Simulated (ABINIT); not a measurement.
# VCu3S4 (Sulvanite): G0W0 with ABINIT, start to end

Aim: the G0W0 gap of VCu3S4 (Sulvanite) on LDA, step by step.

Method: LDA and many-body steps on it, plane waves, in ABINIT 10.8.3.

In doubt: a PseudoDojo file used here is known to give poor structures and forces, which bears on pressures, cells, forces and phonons.

### Step 1. Set-up

The structure is cubic, space group P-43m (No. 215). Conventional cell: a = 5.391 Å, b = 5.391 Å, c = 5.391 Å, α = 90.00°, β = 90.00°, γ = 90.00°. Nearest to V lie 4 S at 2.21 Å. Nearest to Cu lie 4 S at 2.30 Å. S has 1 V at 2.21 Å and 3 Cu at 2.30 Å nearest. Farther neighbours and most contacts between anions are not listed.

Coordinates:

```cif
data_structure
_symmetry_space_group_name_H-M 'P-43m'
_symmetry_Int_Tables_number 215
_cell_length_a 5.3912
_cell_length_b 5.3912
_cell_length_c 5.3912
_cell_angle_alpha 90.000
_cell_angle_beta 90.000
_cell_angle_gamma 90.000
_cell_volume 156.70
loop_
_atom_site_label
_atom_site_type_symbol
_atom_site_symmetry_multiplicity
_atom_site_Wyckoff_symbol
_atom_site_fract_x
_atom_site_fract_y
_atom_site_fract_z
_atom_site_occupancy
V1 V 1 a 0.00000 0.00000 0.00000 1
Cu1 Cu 3 d 0.50000 0.00000 0.00000 1
S1 S 4 e 0.23720 0.23720 0.23720 1
```

The cell and positions come from the Crystallography Open Database and are kept as given unless a step says otherwise.

### Step 2. Ground state

This step: ABINIT 10.8.3; DFT, LDA, plane waves, norm-conserving pseudopotentials.

The ground-state density comes first.

File run.abi:

```
acell 3*1.0 Angstrom
rprim 
  5.391200000000 0.000000000000 0.000000000000
  0.000000000000 5.391200000000 0.000000000000
  0.000000000000 0.000000000000 5.391200000000
ntypat 3
znucl 23 29 16
natom 8
typat 1 2 2 2 3 3 3 3
xred 
  0.000000000000 0.000000000000 0.000000000000
  0.500000000000 0.000000000000 0.000000000000
  0.000000000000 0.500000000000 0.000000000000
  0.000000000000 0.000000000000 0.500000000000
  0.237200000000 0.237200000000 0.237200000000
  0.237200000000 0.762800000000 0.762800000000
  0.762800000000 0.762800000000 0.237200000000
  0.762800000000 0.237200000000 0.762800000000
pp_dirpath "pseudos"
pseudos "V.upf, Cu.upf, S.upf"
ecut 38
ngkpt 4 4 4
nshiftk 1
shiftk 0 0 0
kptopt 1
chksymbreak 0
nband 55
occopt 1
tolvrs 1e-10
nstep 60
prtwf 0
optforces 0
optstress 0
indata_prefix "in"
outdata_prefix "out"
tmpdata_prefix "tmp"
```

On the command line:

```sh
OMP_NUM_THREADS=1 mpirun -n 8 abinit run.abi > log
```

Numbers of over 12 decimals in the logs are rounded to 6 here.

The log of the run:

```text
.Version 10.8.3 of ABINIT. v10.8.2 released Aug 2026.

 Symmetries : space group P-4 3 m (#215); Bravais cP (primitive cubic)
================================================================================
 Values of the parameters that define the memory need of the present run
     intxc =       0    ionmov =       0      iscf =       7    lmnmax =       6
     lnmax =       6     mgfft =      60  mpssoang =       3    mqgrid =    3001
     natom =       8  nloc_mem =       1    nspden =       1   nspinor =       1
    nsppol =       1      nsym =      24    n1xccc =    2501    ntypat =       3
    occopt =       1   xclevel =       1
-    mband =          55        mffmem =           1         mkmem =           2
       mpw =       11860          nfft =      216000          nkpt =          10
================================================================================
  Rough estimation (10% accuracy) of disk space for files :
================================================================================

--------------------------------------------------------------------------------
------------- Echo of variables that govern the present computation ------------
--------------------------------------------------------------------------------
 -outvars: echo values of preprocessed input variables --------
            acell      1.8897261259E+00  1.8897261259E+00  1.8897261259E+00 Bohr

      chksymbreak           0
             ecut      3.80000000E+01 Hartree
-          fftalg         312

              ixc       -1012
              kpt      0.00000000E+00  0.00000000E+00  0.00000000E+00
                       2.50000000E-01  0.00000000E+00  0.00000000E+00
                       5.00000000E-01  0.00000000E+00  0.00000000E+00
                       2.50000000E-01  2.50000000E-01  0.00000000E+00
                       5.00000000E-01  2.50000000E-01  0.00000000E+00
                       5.00000000E-01  5.00000000E-01  0.00000000E+00
                       2.50000000E-01  2.50000000E-01  2.50000000E-01
                       5.00000000E-01  2.50000000E-01  2.50000000E-01
                       5.00000000E-01  5.00000000E-01  2.50000000E-01
                       5.00000000E-01  5.00000000E-01  5.00000000E-01
         kptrlatt        4    0    0      0    4    0      0    0    4
          kptrlen      4.07515660E+01
P           mkmem           2
            natom           8
            nband          55
            ngfft          60      60      60
             nkpt          10
            nstep          60
             nsym          24
           ntypat           3
              occ      2.000000  2.000000  2.000000  2.000000  2.000000  2.000000
                       2.000000  2.000000  2.000000  2.000000  2.000000  2.000000
                       2.000000  2.000000  2.000000  2.000000  2.000000  2.000000
                       2.000000  2.000000  2.000000  2.000000  2.000000  2.000000
                       2.000000  2.000000  2.000000  2.000000  2.000000  2.000000
                       2.000000  2.000000  2.000000  2.000000  2.000000  2.000000
                       2.000000  2.000000  2.000000  2.000000  2.000000  2.000000
                       2.000000  2.000000  2.000000  2.000000  2.000000  0.000000
                       0.000000  0.000000  0.000000  0.000000  0.000000  0.000000
                       0.000000
        optforces           0
        optstress           0
            prtwf           0
            rprim      5.3912000000E+00  0.0000000000E+00  0.0000000000E+00
                       0.0000000000E+00  5.3912000000E+00  0.0000000000E+00
[...]
spgroup         215

           tolvrs      1.00000000E-10

             xred      0.0000000000E+00  0.0000000000E+00  0.0000000000E+00
[...]
znucl       23.00000   29.00000   16.00000

================================================================================

 chkinp: Checking input parameters for consistency.

================================================================================
== DATASET  1 ==================================================================
-   mpi_nproc: 8, omp_nthreads: 1 (-1 if OMP is not activated)
-    --> not optimal distribution: autoparal keyword recommended in input file <--

--- !DatasetInfo
iteration_state: {dtset: 1, }
dimensions: {natom: 8, nkpt: 10, mband: 55, nsppol: 1, nspinor: 1, nspden: 1, mpw: 11860, }
cutoff_energies: {ecut:  38.0, pawecutdg:  -1.0, }
electrons: {nelect:   9.40000000E+01, charge:   0.00000000E+00, occopt:   1.00000000E+00, tsmear:   1.00000000E-02, }

 Real(R)+Recip(G) space primitive vectors, cartesian coordinates (Bohr,Bohr^-1):
 R(1)= 10.1878915  0.0000000  0.0000000  G(1)=  0.0981557  0.0000000  0.0000000
 R(2)=  0.0000000 10.1878915  0.0000000  G(2)=  0.0000000  0.0981557  0.0000000
 R(3)=  0.0000000  0.0000000 10.1878915  G(3)=  0.0000000  0.0000000  0.0981557
 Unit cell volume ucvol=  1.0574332E+03 bohr^3
 Angles (23,13,12)=  9.00000000E+01  9.00000000E+01  9.00000000E+01 degrees

 getcut: wavevector=  0.0000  0.0000  0.0000  ngfft=  60  60  60
         ecut(hartree)=     38.000   => boxcut(ratio)=   2.12232

--- Pseudopotential description ------------------------------------------------
- V Generated using ONCVPSP code by D. R. Hamann
[...]
--- l  ekb(1:nproj) -->
[...]
pspatm: atomic psp has been read  and splines computed

   1.07009531E+04                                ecore*ucvol(ha*bohr**3)
--------------------------------------------------------------------------------

_setup2: Arith. and geom. avg. npw (full set) are   11828.703   11828.675

================================================================================

--- !BeginCycle
iteration_state: {dtset: 1, }
solver: {iscf: 7, nstep: 60, nline: 4, wfoptalg: 0, }
tolerances: {tolvrs: 1.00E-10, }

     iter   Etot(hartree)      deltaE(h)  residm     vres2
 ETOT  1  -650.04904518439    -6.500E+02 2.095E-01 1.204E+05
 ETOT  2  -641.39196634303     8.657E+00 1.570E-01 2.572E+05
 ETOT  3  -677.82409857012    -3.643E+01 1.858E-01 4.814E+04
 ETOT  4  -681.52025870882    -3.696E+00 3.693E-02 2.871E+04
 ETOT  5  -684.53671074001    -3.016E+00 1.110E-01 1.061E+04
 ETOT  6  -684.75262034758    -2.159E-01 3.188E-02 9.685E+03
 ETOT  7  -685.37662004374    -6.240E-01 9.108E-02 6.036E+03
 ETOT  8  -685.35654888000     2.007E-02 2.622E-03 6.148E+03
 ETOT  9  -685.53438568773    -1.778E-01 7.158E-04 4.945E+03
 ETOT 10  -683.66426374268     1.870E+00 1.146E-02 1.391E+04
[...]
ETOT 22  -686.54889273107    -3.512E-09 9.867E-06 2.343E-07
 ETOT 23  -686.54889273118    -1.124E-10 8.402E-06 5.612E-08
 ETOT 24  -686.54889273110     7.651E-11 4.870E-06 1.317E-08
 ETOT 25  -686.54889273111    -6.025E-12 4.087E-06 9.651E-10
 ETOT 26  -686.54889273105     5.753E-11 2.406E-06 5.469E-11

 At SCF step   26       vres2   =  5.47E-11 < tolvrs=  1.00E-10 =>converged.

--- !ResultsGS
iteration_state: {dtset: 1, }
comment   : Summary of ground state results
lattice_vectors:
- [ 10.1878915,   0.0000000,   0.0000000, ]
- [  0.0000000,  10.1878915,   0.0000000, ]
- [  0.0000000,   0.0000000,  10.1878915, ]
lattice_lengths: [  10.18789,   10.18789,   10.18789, ]
lattice_angles: [ 90.000,  90.000,  90.000, ] # degrees, (23, 13, 12)
lattice_volume:   1.0574332E+03
convergence: {deltae:  5.753E-11, res2:  5.469E-11, residm:  2.406E-06, diffor:  0.000E+00, }
etotal    :  -6.86548893E+02
entropy   :   0.00000000E+00
fermie    :   1.54291204E-01
cartesian_stress_tensor: null
pressure_GPa: null
xred      :
- [  0.0000E+00,   0.0000E+00,   0.0000E+00,  V]
- [  5.0000E-01,   0.0000E+00,   0.0000E+00, Cu]
- [  0.0000E+00,   5.0000E-01,   0.0000E+00, Cu]
- [  0.0000E+00,   0.0000E+00,   5.0000E-01, Cu]
- [  2.3720E-01,   2.3720E-01,   2.3720E-01,  S]
- [  2.3720E-01,   7.6280E-01,   7.6280E-01,  S]
- [  7.6280E-01,   7.6280E-01,   2.3720E-01,  S]
- [  7.6280E-01,   2.3720E-01,   7.6280E-01,  S]
cartesian_forces: null
force_length_stats: {min: null, max: null, mean: null, }

 Integrated electronic density in atomic spheres:
 ------------------------------------------------
 Atom  Sphere_radius  Integrated_density
[...]
================================================================================

 ----iterations are completed or convergence reached----

 Mean square residual over all n,k,spin=   77.993E-10; max=  24.064E-07
 reduced coordinates (array xred) for    8 atoms
[...]
0.000000000000      0.000000000000      0.500000000000
       0.237200000000      0.237200000000      0.237200000000
       0.237200000000      0.762800000000      0.762800000000
       0.762800000000      0.762800000000      0.237200000000
       0.762800000000      0.237200000000      0.762800000000
 rms dE/dt=  0.0000E+00; max dE/dt=  0.0000E+00; dE/dt below (all hartree)
    1       0.000000000000      0.000000000000      0.000000000000
    2       0.000000000000      0.000000000000      0.000000000000
    3       0.000000000000      0.000000000000      0.000000000000
    4       0.000000000000      0.000000000000      0.000000000000
    5       0.000000000000      0.000000000000      0.000000000000
    6       0.000000000000      0.000000000000      0.000000000000
    7       0.000000000000      0.000000000000      0.000000000000
    8       0.000000000000      0.000000000000      0.000000000000

 cartesian coordinates (angstrom) at end:
    1      0.000000     0.000000     0.000000
    2      2.695600     0.000000     0.000000
    3      0.000000     2.695600     0.000000
    4      0.000000     0.000000     2.695600
    5      1.278793     1.278793     1.278793
    6      1.278793     4.112407     4.112407
    7      4.112407     4.112407     1.278793
    8      4.112407     1.278793     4.112407
 length scales=  1.889726125908  1.889726125908  1.889726125908 bohr
              =  1.000000000000  1.000000000000  1.000000000000 angstroms
 prteigrs : about to open file out_EIG
 Fermi (or HOMO) energy (hartree) =   0.15429   Average Vxc (hartree)=  -0.37297
 Eigenvalues (hartree) for nkpt=  10  k points:
 kpt#   1, nband= 55, wtk=  0.01563, kpt=  0.0000  0.0000  0.0000 (reduced coord)
  -3.94625   -3.94625   -3.94625   -2.39897   -2.39897   -2.39897   -2.39565   -2.39565
  -2.39565   -2.39562   -2.39562   -2.39562   -2.19685   -1.24966   -1.24966   -1.24966
  -0.35386   -0.30814   -0.30814   -0.30814   -0.06569   -0.06569   -0.03633   -0.00708
  -0.00708   -0.00708    0.01605    0.01605    0.01605    0.04205    0.04205    0.04338
   0.04338    0.04338    0.06408    0.06408    0.06408    0.06921    0.06921    0.07078
   0.09674    0.09674    0.09674    0.09939    0.13093    0.13093    0.13093    0.19491
   0.19491    0.22040    0.22040    0.22040    0.24382    0.33482    0.33483
 prteigrs : prtvol=0 or 1, do not print more k-points.

--- !EnergyTerms
iteration_state     : {dtset: 1, }
comment             : Components of total free energy in Hartree
kinetic             :  3.06537502915206E+02
hartree             :  3.18579423303985E+02
xc                  : -9.30664154123449E+01
Ewald energy        : -3.01663562747517E+02
psp_core            :  1.01197440411588E+01
local_psp           : -8.32656394675217E+02
non_local_psp       : -9.43991901563208E+01
total_energy        : -6.86548892731051E+02
total_energy_eV     : -1.86819470968552E+04
band_energy         : -7.88344959571694E+01

== END DATASET(S) ==============================================================
================================================================================

 -outvars: echo values of variables after computation  --------
           etotal     -6.8654889273E+02
            nband          55
             nkpt          10
          spgroup         215
 [... the other variables as echoed above ...]

 Calculation completed.
```

Wall time 2.6 min (8 MPI ranks of Arm Neoverse V1, shared host); peak memory 0.94 GiB.

Numbers from this step:

| Quantity | Value |
| --- | --- |
| total energy | -18681.9471 eV |
| gap | 0.9837 eV |
| k of the valence top | 0.5, 0.5, 0.5 |
| k of the conduction bottom | 0.5, 0, 0 |
| least direct gap | 1.350 eV |

The gap is indirect, with the least direct gap 0.37 eV higher.

(Continued in part 2 of 3.)

[Paths, hosts, dates, memory and timing lines, banners, echoed tables and standing remarks are left out of the program output.]

[Logs are printed without paths, hosts, clocks, repeated set-up lines and the standing remarks that a program may print on its own settings, such as how far it seeks lower states.]

[Runs of the session that timed out or met a known fault of the program may be left out.]

[Hosts, paths, dates, database ids (printed as entryN), source tags and the programs' standing remarks are cut or masked in the printed files.]

[G0W0 gaps are taken among the corrected bands and points alone; a level outside them can change the order at an edge.]

[Where Ansatz stands beside ABINIT at settings called matched, ABINIT's density can come from a denser mesh and the files from another edition; pairs whose starting gaps differed by over 0.03 eV were left out, so agreement reads better than it is.]
